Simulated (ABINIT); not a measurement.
An input for ABINIT 10.8.3 (Cl (Cmce)):

```
acell 3*1.0 Angstrom
rprim 
  3.145000000000 -2.250000000000 0.000000000000
  3.145000000000 2.250000000000 0.000000000000
  0.000000000000 0.000000000000 8.210000000000
ntypat 1
znucl 17
natom 4
typat 1 1 1 1
xred 
  0.870000000000 0.130000000000 0.100000000000
  0.630000000000 0.370000000000 0.600000000000
  0.130000000000 0.870000000000 0.900000000000
  0.370000000000 0.630000000000 0.400000000000
pp_dirpath "pseudos"
pseudos "Cl.upf"
ecut 25
ngkpt 4 4 1
nshiftk 1
shiftk 0 0 0
kptopt 1
chksymbreak 0
istwfk *1
occopt 1
irdwfk 1
optdriver 4
nband 91
gwcalctyp 10
ecutsigx 25
symsigma 1
nkptgw 7
kptgw 
  0.0000000000 0.0000000000 0.0000000000
  0.2500000000 0.0000000000 0.0000000000
  0.5000000000 0.0000000000 0.0000000000
  0.2500000000 0.2500000000 0.0000000000
  0.5000000000 0.2500000000 0.0000000000
  -0.2500000000 0.2500000000 0.0000000000
  0.5000000000 0.5000000000 0.0000000000
bdgw 
  5 18
  5 18
  5 18
  5 18
  5 18
  5 18
  5 18
ecuteps 3.9
irdscr 1
ppmodel 1
indata_prefix "in"
outdata_prefix "out"
tmpdata_prefix "tmp"
```

```sh
OMP_NUM_THREADS=1 mpirun -n 8 abinit run.abi > log
```

**Question.** Estimate wall time and host memory on 8 MPI ranks of Arm Neoverse V1, shared host.

It took 61 s; on shared hardware allow 31 s to 2 min. Peak host memory was 2.4 GiB.

[Paths, hosts, dates, memory and timing lines, banners, echoed tables and standing remarks are left out of the program output.]

[Logs are printed without paths, hosts, clocks, repeated set-up lines and the standing remarks that a program may print on its own settings, such as how far it seeks lower states.]

[Runs of the session that timed out or met a known fault of the program may be left out.]

[Hosts, paths, dates, database ids (printed as entryN), source tags and the programs' standing remarks are cut or masked in the printed files.]

[G0W0 gaps are taken among the corrected bands and points alone; a level outside them can change the order at an edge.]

[Where Ansatz stands beside ABINIT at settings called matched, ABINIT's density can come from a denser mesh and the files from another edition; pairs whose starting gaps differed by over 0.03 eV were left out, so agreement reads better than it is.]
